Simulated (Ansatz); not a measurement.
# What ScTeN3 (model cell, started as cubic perovskite with Te in the octahedra) distorts into, part 2 of 3

Which phase does ScTeN3 (model cell, started as cubic perovskite with Te in the octahedra) fall into along its unstable mode, and how much energy does it gain?

Ansatz 0.2.0; DFT PBEsol, scalar-relativistic, plane waves, PAW; PAW set soft_1.

So far, highest frequency on the path or at a solved wavevector (cm⁻¹): step 2 (response at finite wavevector) 985. Also lowest frequency on the path (cm⁻¹): step 2 -463.

The structure was built from a prototype and need not be the compound's stable phase.

## Step 4: The mode frozen in, largest atomic shift 0.6 Å

The atoms are moved along the unstable eigenvector, the largest shift by 0.6 Å, with the cell fixed.

Contents of input.yaml:

```yaml
crystal:
  lattice:
    - [3.9131533689, 3.9131533689, 0.0]
    - [3.9131533689, 0.0, 3.9131533689]
    - [3.9131533689, 0.0, -3.9131533689]
  atoms:
    - { symbol: Sc, position: [0.0, 0.0, 0.0] }
    - { symbol: Sc, position: [0.0, 0.5, 0.5] }
    - { symbol: Te, position: [0.5, 0.25, 0.75] }
    - { symbol: Te, position: [0.5, 0.75, 0.25] }
    - { symbol: "N", position: [0.391580005, 0.5, 0.5] }
    - { symbol: "N", position: [0.608419995, 0.0, 0.0] }
    - { symbol: "N", position: [0.0, 0.108419995, 0.5] }
    - { symbol: "N", position: [0.0, 0.391580005, 0.0] }
    - { symbol: "N", position: [0.391580005, 0.608419995, 0.0] }
    - { symbol: "N", position: [0.608419995, -0.108419995, 0.5] }
kpoints:
  mp_grid: { grid: [10, 10, 10] }
hamiltonian:
  xc: pbesol
  pseudopotentials: { kind: paw, azcp: { folder: soft_1 }, xc_functional: pbe }
scf:
  occupations: { method: methfessel_paxton, width: 0.2 }
output:
  forces: true
  stress: true
  eigenvalues: true
```

Started as:

```sh
ansatz run input.yaml --threads 8 --pin off --max-ram 16384MiB --backend cpu --events-out ev --progress --plain --runs-dir out
```

Numbers of over 12 decimals in the logs are rounded to 6 here.

Log:

```text
[...]
Crystal: 10 atoms, lattice volume = 119.842 Å³
Basis set: ecut = 420 eV, 2397 PW (Γ), exchange–correlation on 80×80×80 points (8 copies of the dense FFT grid, shifted against one another)
Bands: 52, of which v1, the nominal top of the filled ones, is band 42 counted from 1 (41 counted from 0)
Symmetry: 12 space group operations
[...]
k-points: 116 of 1000
[...]
k-point 0: bands = [... 38 lower, 11.3751, 11.6215, 11.6215, 12.0785, 12.8921, 14.7986, 15.3602, 15.3602, ... 5 higher]
  k-point 1: bands = [... 38 lower, 11.2014, 11.7704, 11.7704, 11.8034, 13.0109, 14.8511, 15.2244, 15.2244, ... 5 higher]
  k-point 2: bands = [... 38 lower, 11.0805, 11.2009, 11.6934, 11.6934, 13.2588, 14.9973, 15.2990, 15.2990, ... 5 higher]
  k-point 115: bands = [... 38 lower, 11.0262, 11.0262, 11.4958, 11.4958, 14.4065, 14.4065, 15.5402, 15.5402, ... 5 higher]
[key lines of the parts left out:]
SCF converged after 8 iterations
Free energy (F): -20296.753091 eV
Fermi energy:    12.487220 eV
P = ⅓ Tr σ = -6.2129 GPa (-62.129 kbar)
```

Wall time 9.4 s (8 threads of AMD EPYC 7R32 (Zen 2), shared host); peak memory 0.98 GiB.

Numbers from this step:

```yaml
pressure: -6.213 GPa
gap_on_the_k_mesh: 0.8136 eV
energy_from_the_undistorted_cell: -489.4 meV/atom
```

The energy, extrapolated to zero smearing, is -489.37 meV/atom against the undistorted cell.

The run ends at a pressure of -6.21 GPa, with forces up to 0.60 eV/Å.

## Step 5: Energy along the mode, all amplitudes (two of the runs are shown above)

An imaginary frequency means negative curvature, so the energy should fall and then rise again as anharmonic terms take over.

This step gave:

```
depth at the lowest point sampled  : 489.4 meV/atom
largest atomic shift at that point : 0.6 Å
```

Table of energy from the parent by largest atomic shift:

```csv
largest atomic shift (Å),energy from the parent (meV/atom)
0.000,0
0.040,-5.14
0.080,-19.8
0.140,-56.9
0.220,-129
0.320,-239
0.450,-381
0.600,-489
```

Displacement at unit largest shift by atom:

```csv
atom,x (Å),y (Å),z (Å),size
Sc1,0.000,0.000,0.000,0.000
Sc2,0.000,0.000,0.000,0.000
Te3,0.000,0.000,0.000,0.000
Te4,0.000,0.000,0.000,0.000
N5,-0.707,-0.707,0.000,1.000
N6,0.707,0.707,0.000,1.000
N7,0.707,0.000,0.707,1.000
N8,-0.707,0.000,-0.707,1.000
N9,0.000,-0.707,0.707,1.000
N10,0.000,0.707,-0.707,1.000
```

The lowest of the steps tried is the last one, at 0.6 Å, 489 meV/atom below the parent; the bottom of the well need not coincide with a step.

## Step 6: Relaxation from the frozen mode

Starting from the lowest point found, all atoms and the cell are let go, so that strain and other modes of the same symmetry can join in.

Changes to input.yaml since step 4:

```diff
@@ -27 +27,6 @@
   eigenvalues: true
+relax:
+  adjacent_minimum: "off"
+  f_tol: 0.002
+  max_steps: 120
+  cell: { stress_tol: 0.03 }
```

Log:

```text
[...]
Crystal: 10 atoms, lattice volume = 119.842 Å³
Basis set: ecut = 420 eV, 2397 PW (Γ), exchange–correlation on 80×80×80 points (8 copies of the dense FFT grid, shifted against one another)
Bands: 52, of which v1, the nominal top of the filled ones, is band 42 counted from 1 (41 counted from 0)
Symmetry: 12 space group operations
[...]
k-points: 116 of 1000
[...]
SCF iter   1: F=—  HF=-20301.698546 eV  |F-HF|=—  |Δ(HF+E_count)|=         —  Δρ=9.55e-2  dr2=1.51e1  ethr=3.10e-3  ⟨swp⟩=6.0  Hψ=23339  notcnv=0
[...]
SCF iter   8: F=-20296.753091 eV  HF=-20296.753091 eV  |F-HF|=2.90e-9  |Δ(HF+E_count)|=   6.89e-8  S|Δr|=    0.00e0  Δρ=3.06e-6  dr2=1.02e-8  ethr=1.19e-10  ⟨swp⟩=14.4  Hψ=32006  notcnv=0
SCF 1 converged in 8 iterations: F = -20296.753091 eV  dr2 = 1.02e-8
[...]
relax step   1: F+E_penalty+E_count = -20296.75309065 eV  Δ(F+E_penalty+E_count) = +0.000e0 eV  max|allowed force component| = 4.214e-1 eV/Å  Δτ_max = 0.0000 Å  P = -6.213 GPa  Ω = 119.842 Å³  (8 SCF iters, dr2 threshold 1.00e-7 eV, accepted)
Crystal: 10 atoms, lattice volume = 114.693 Å³
Basis set: ecut = 420 eV, 2253 PW (Γ), exchange–correlation on 80×80×80 points (8 copies of the dense FFT grid, shifted against one another)
[...]
SCF iter   6: F=-20296.900651 eV  HF=-20296.900650 eV  |F-HF|=1.91e-7  |Δ(HF+E_count)|=   8.28e-6  S|Δr|=    0.00e0  Δρ=2.02e-5  dr2=2.97e-7  ethr=1.19e-9  ⟨swp⟩=7.5  Hψ=31471  notcnv=0
SCF 2 converged in 6 iterations: F = -20296.900651 eV  dr2 = 2.97e-7
relax step   2: F+E_penalty+E_count = -20296.90065063 eV  Δ(F+E_penalty+E_count) = -1.476e-1 eV  max|allowed force component| = 8.611e-3 eV/Å  Δτ_max = 0.0522 Å  P = +0.800 GPa  Ω = 114.693 Å³  energy of the carried Pulay correction = +1.012e-2 eV  (6 SCF iters, dr2 threshold 1.00e-6 eV, accepted)
Crystal: 10 atoms, lattice volume = 115.789 Å³
Basis set: ecut = 420 eV, 2247 PW (Γ), exchange–correlation on 80×80×80 points (8 copies of the dense FFT grid, shifted against one another)
[...]
SCF iter   5: F=-20296.947957 eV  HF=-20296.947957 eV  |F-HF|=5.61e-8  |Δ(HF+E_count)|=   4.77e-6  S|Δr|=    0.00e0  Δρ=1.63e-5  dr2=2.06e-7  ethr=1.19e-9  ⟨swp⟩=6.0  Hψ=30759  notcnv=0
SCF 3 converged in 5 iterations: F = -20296.947957 eV  dr2 = 2.06e-7
relax step   3: F+E_penalty+E_count = -20296.94795747 eV  Δ(F+E_penalty+E_count) = -4.731e-2 eV  max|allowed force component| = 5.006e-2 eV/Å  Δτ_max = 0.0079 Å  P = -0.286 GPa  Ω = 115.789 Å³  energy of the carried Pulay correction = +7.930e-3 eV  (5 SCF iters, dr2 threshold 1.00e-6 eV, accepted)
[...]
relax step   4: F+E_penalty+E_count = -20296.94983240 eV  Δ(F+E_penalty+E_count) = -1.875e-3 eV  max|allowed force component| = 1.394e-2 eV/Å  Δτ_max = 0.0033 Å  P = +0.110 GPa  Ω = 115.648 Å³  energy of the carried Pulay correction = +8.211e-3 eV  (5 SCF iters, dr2 threshold 8.36e-7 eV, accepted)
[...]
relax step   5: F+E_penalty+E_count = -20296.94978310 eV  Δ(F+E_penalty+E_count) = +4.930e-5 eV  max|allowed force component| = 3.169e-3 eV/Å  Δτ_max = 0.0013 Å  P = -0.009 GPa  Ω = 115.733 Å³  energy of the carried Pulay correction = +8.042e-3 eV  (4 SCF iters, dr2 threshold 3.82e-8 eV, accepted)
[...]
relax step   6: F+E_penalty+E_count = -20296.94979131 eV  Δ(F+E_penalty+E_count) = -8.210e-6 eV  max|allowed force component| = 3.936e-4 eV/Å  Δτ_max = 0.0004 Å  P = +0.004 GPa  Ω = 115.731 Å³  energy of the carried Pulay correction = +8.045e-3 eV  (5 SCF iters, dr2 threshold 6.28e-10 eV, accepted)
[...]
relax step   7: F+E_penalty+E_count = -20296.94315139 eV  Δ(F+E_penalty+E_count) = +6.640e-3 eV  max|allowed force component| = 1.769e-4 eV/Å  Δτ_max = 0.0000 Å  P = -0.085 GPa  Ω = 115.731 Å³  stress off target by 1.19e-1 GPa  SCF on the basis re-selected at this cell (its energy is not comparable with the rows above)  (6 SCF iters)
[...]
relax step   8: F+E_penalty+E_count = -20296.94328642 eV  Δ(F+E_penalty+E_count) = -1.350e-4 eV  max|allowed force component| = 5.829e-6 eV/Å  Δτ_max = 0.0001 Å  P = -0.003 GPa  Ω = 115.675 Å³  energy of the carried Pulay correction = +1.158e-4 eV  (4 SCF iters, dr2 threshold 3.51e-8 eV, accepted)
[...]
SCF iter   5: F=-20296.943170 eV  HF=-20296.943170 eV  |F-HF|=1.09e-11  |Δ(HF+E_count)|=  2.18e-11  S|Δr|=    0.00e0  Δρ=2.01e-7  dr2=2.57e-11  ethr=1.00e-12  ⟨swp⟩=6.5  Hψ=22566  notcnv=0
SCF 9 converged in 5 iterations: F = -20296.943170 eV  dr2 = 2.57e-11
relax step   9: F+E_penalty+E_count = -20296.94316952 eV  Δ(F+E_penalty+E_count) = +1.169e-4 eV  max|allowed force component| = 6.212e-6 eV/Å  Δτ_max = 0.0000 Å  P = -0.004 GPa  Ω = 115.675 Å³  stress off target by 6.48e-3 GPa  SCF on the basis re-selected at this cell (its energy is not comparable with the rows above)  (5 SCF iters)
[...]
SCF converged after 5 iterations
[...]
Free energy (F): -20296.943170 eV
[...]
Internal energy: -20296.943376 eV  (E = F + TS)
E sigma→0 (E₀):  -20296.943221 eV
Entropy (-TS):   0.000206 eV (0.021 meV/atom)
Fermi energy:    13.224439 eV
[...]
--- Stress (GPa, compression-positive) ---
       -0.003562       0.001460       0.001460
        0.001460      -0.003562      -0.001460
        0.001460      -0.001460      -0.003562
  P = ⅓ Tr σ = -0.0036 GPa (-0.036 kbar)
--- Band table (eV; the first three rows and the last of 116) ---
  k-point 0: bands = [... 38 lower, 11.8872, 12.1939, 12.1939, 12.8314, 13.6715, 15.2780, 16.2268, 16.2268, ... 6 higher]
  k-point 1: bands = [... 38 lower, 11.6619, 12.3767, 12.3767, 12.5521, 13.7900, 15.3361, 16.1020, 16.1020, ... 6 higher]
  k-point 2: bands = [... 38 lower, 11.5172, 11.9294, 12.3169, 12.3169, 14.0409, 15.4997, 16.1580, 16.1580, ... 6 higher]
  k-point 115: bands = [... 38 lower, 11.5736, 11.5736, 12.0257, 12.0257, 15.0521, 15.0521, 16.3172, 16.3172, ... 6 higher]
--- Relaxed structure (7 steps of the walk, 7 accepted, 2 SCFs on fresh bases) ---
  F+E_penalty+E_count = -20296.94316952 eV   max|allowed force component| = 6.212e-6 eV/Å   (the final SCF, on the basis selected at the relaxed cell)
  cell:  # Å, volume = 115.6747 Å³
    - [3.897448, 3.897448, 0.0]
    - [3.897448, 0.0, 3.897448]
    - [3.837529, 0.059919, -3.837529]
  atoms:
    - { symbol: Sc, position: [0, 0, 0] }
    - { symbol: Sc, position: [2.236166980751353e-19, 0.5, 0.5] }
    - { symbol: Te, position: [0.500000, 0.25, 0.750000] }
    - { symbol: Te, position: [0.5, 0.750000, 0.250000] }
    - { symbol: N, position: [0.382706, 0.500000, 0.500000] }
    - { symbol: N, position: [0.617294, -4.0515008177551615e-19, 4.1800264478789406e-19] }
    - { symbol: N, position: [0.0, 0.117294, 0.500000] }
    - { symbol: N, position: [4.336808689942018e-19, 0.382706, 0.0] }
    - { symbol: N, position: [0.382706, 0.617294, 0.0] }
    - { symbol: N, position: [0.617294, -0.117294, 0.500000] }
```

Wall time 75 s (8 threads); peak memory 1.1 GiB; 9.3 min of CPU time.

The steps of the relaxation:

```csv
step,energy less that of the first step (eV),largest force component (eV/Å),pressure (GPa),volume (Å³)
1,0.0000,0.4214,-6.21,119.84
2,-0.1476,0.0086,0.80,114.69
3,-0.1949,0.0501,-0.29,115.79
4,-0.1967,0.0139,0.11,115.65
5,-0.1967,0.0032,-0.01,115.73
6,-0.1967,0.0004,0.00,115.73
7*,-0.1901,0.0002,-0.08,115.73
8,-0.1902,0.0000,0.00,115.67
9*,-0.1901,0.0000,0.00,115.67
```

Relaxation steps marked * repeat the geometry before them on a plane-wave basis chosen anew for their cell, so energy and pressure can jump there.

The run keeps the 12 symmetry operations that it works with, so distortions that break them were not tested.

```csv
"conventional cell, symmetrised",before,after,change
a (Å),5.534,5.512,-0.4 %
b (Å),5.534,5.512,-0.4 %
c (Å),13.556,13.190,-2.7 %
volume (Å³/atom),11.98,11.57,-3.5 %
```

The atoms that moved most (Å, as changes of fractional coordinates times the final cell):

```csv
atom,dx,dy,dz,length
N10,0.000,0.035,-0.035,0.049
N6,0.035,0.035,0.000,0.049
N9,0.000,-0.035,0.035,0.049
N7,0.035,0.000,0.035,0.049
N5,-0.035,-0.035,0.000,0.049
N8,-0.035,0.000,-0.035,0.049
```

Final coordinates:

```cif
data_structure
_symmetry_space_group_name_H-M 'P 1'
_symmetry_Int_Tables_number 1
_cell_length_a 5.5118
_cell_length_b 5.5118
_cell_length_c 5.4274
_cell_angle_alpha 90.000
_cell_angle_beta 59.484
_cell_angle_gamma 60.000
_cell_volume 115.67
loop_
_atom_site_label
_atom_site_type_symbol
_atom_site_fract_x
_atom_site_fract_y
_atom_site_fract_z
_atom_site_occupancy
Sc1 Sc 0.00000 0.00000 0.00000 1
Sc2 Sc 0.00000 0.50000 0.50000 1
Te3 Te 0.50000 0.25000 0.75000 1
Te4 Te 0.50000 0.75000 0.25000 1
N5 N 0.38271 0.50000 0.50000 1
N6 N 0.61729 0.00000 0.00000 1
N7 N 0.00000 0.11729 0.50000 1
N8 N 0.00000 0.38271 0.00000 1
N9 N 0.38271 0.61729 0.00000 1
N10 N 0.61729 0.88271 0.50000 1
```

Numbers from this step:

```
pressure          : -0.003562 GPa
volume per atom   : 11.57 Å³
gap on the k-mesh : 0.8401 eV
```

The distorted start has space group R-3c; the relaxation ends in R-3c.

## Step 7: The new phase in its own primitive cell

The relaxed structure is symmetrised, reduced to its primitive cell and relaxed tightly, as its phonons need.

Contents of input.yaml:

```yaml
crystal:
  lattice:
    - [2.7559117826, 1.5911264095, 4.396603187]
    - [-2.7559117826, 1.5911264095, 4.396603187]
    - [0.0, -3.1822528191, 4.396603187]
  atoms:
    - { symbol: Sc, position: [0.75, 0.75, 0.75] }
    - { symbol: Sc, position: [0.25, 0.25, 0.25] }
    - { symbol: Te, position: [0.5, 0.5, 0.5] }
    - { symbol: Te, position: [0.0, 0.0, 0.0] }
    - { symbol: "N", position: [0.6327059299, 0.25, 0.8672940701] }
    - { symbol: "N", position: [0.3672940701, 0.75, 0.1327059299] }
    - { symbol: "N", position: [0.8672940701, 0.6327059299, 0.25] }
    - { symbol: "N", position: [0.1327059299, 0.3672940701, 0.75] }
    - { symbol: "N", position: [0.75, 0.1327059299, 0.3672940701] }
    - { symbol: "N", position: [0.25, 0.8672940701, 0.6327059299] }
kpoints:
  mp_grid: { grid: [6, 6, 6] }
hamiltonian:
  xc: pbesol
  pseudopotentials: { kind: paw, azcp: { folder: soft_1 }, xc_functional: pbe }
scf:
  occupations: { method: fixed }
output:
  forces: true
  stress: true
  eigenvalues: true
relax:
  adjacent_minimum: "off"
  f_tol: 0.001
  max_steps: 60
  cell: { stress_tol: 0.01 }
```

Log:

```text
[...]
Crystal: 10 atoms, lattice volume = 115.675 Å³
Basis set: ecut = 420 eV, 2247 PW (Γ), exchange–correlation on 80×80×80 points (8 copies of the dense FFT grid, shifted against one another)
Bands: 52, of which v1, the nominal top of the filled ones, is band 42 counted from 1 (41 counted from 0)
Symmetry: 12 space group operations
[...]
k-points: 32 of 216
[...]
- { symbol: Te, position: [0.500000, 0.500000, 0.5] }
    - { symbol: Te, position: [0.0, 0.0, 0.0] }
    - { symbol: N, position: [0.6327059299, 0.25, 0.8672940701] }
    - { symbol: N, position: [0.367294, 0.75, 0.132706] }
    - { symbol: N, position: [0.8672940701, 0.6327059299, 0.250000] }
    - { symbol: N, position: [0.132706, 0.367294, 0.75] }
    - { symbol: N, position: [0.750000, 0.132706, 0.367294] }
    - { symbol: N, position: [0.25, 0.8672940701, 0.6327059299] }
[key lines of the parts left out:]
SCF converged after 6 iterations
Free energy (F): -20296.943160 eV
Fermi energy:    12.831419 eV
P = ⅓ Tr σ = -0.0024 GPa (-0.024 kbar)
```

It took 6.1 s on 8 threads; peak memory 0.75 GiB.

Little changed from the start: no atom moved by 0.005 Å and no cell edge by 0.1 %.

This step gave:

| Property | Result |
| --- | --- |
| pressure | -0.002383 GPa |
| direct gap on mesh | 0.8401 eV |

The largest force component left is 0.10 meV/Å and the pressure is -0.002 GPa, within the tolerances set. The cell now holds 11.57 Å³/atom.

[end of part 2 of 3]

[Logs are printed without paths, hosts, clocks, repeated set-up lines and the standing remarks that a program may print on its own settings, such as how far it seeks lower states.]

[Hosts, paths, dates, database ids (printed as entryN), source tags and the programs' standing remarks are cut or masked in the printed files.]
